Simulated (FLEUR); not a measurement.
### HoSb: which magnetic order is lowest

Symmetry: Fm-3m, No. 225, cubic system. Conventional cell: a = 6.130 Å, b = 6.130 Å, c = 6.130 Å, α = 90.00°, β = 90.00°, γ = 90.00°. Nearest to Ho lie 6 Sb at 3.06 to 3.07 Å. Sb has 6 Ho at 3.06 Å nearest. Farther neighbours are not listed.

```yaml
method: LDA (VWN) with U = 4.02 eV, J = 0.7 eV on Ho f; all-electron FLAPW, Dirac cores, scalar-relativistic bands
program: FLEUR MaX-R8.1
settings_of_one_run: kmax 3.6 1/bohr, gmax 10.8 1/bohr, muffin tin radii Ho: 2.8, Sb: 2.8 bohr, lmax Ho: [10, 8], Sb: [10, 8], hist occupations, smearing width 0.05 eV, mixer Anderson, mixing 0.05, max iterations 130, stop 0.0001 me/bohr³, collinear spin, 8×8×4 k-mesh, double counting FLL, mesh matched on, seeded occupations whole cubic f orbitals, Hund's first rule, starting moments 4 -4 0 0 μB
cost: 3 runs, 14 min in all on 4 MPI ranks of Arm Neoverse V2, shared host (the runs of this entry)
notes: Known weakness: open f shell state may not be lowest. Only 3 starts were tried; other patterns of signs, canted and longer-period orders were not.
lowest_state_found: antiferromagnetic (initial antiferro q=(0,0,1/2) +-)
largest_site_spin_moment: 3.89 μB
next_finished_state: antiferromagnetic, 0.546 meV a seeded atom higher
```

The lowest state found is antiferromagnetic, reached from the start antiferro q=(0,0,1/2) +-, with moments up to 3.89 μB. The two lowest states lie so close that the mesh, the functional or spin–orbit coupling could swap them.

[Logs and program files are shortened in this print: banners, set-up blocks, solver, clock and traceback lines can be left out without a mark of their own.]

[Logs are printed without paths, hosts, clocks, repeated set-up lines and the standing remarks that a program may print on its own settings, such as how far it seeks lower states.]

[Hosts, paths, dates, database ids (printed as entryN), source tags and the programs' standing remarks are cut or masked in the printed files.]

[Where a cell is said to come from a database of computed structures, the database is the Materials Project.]
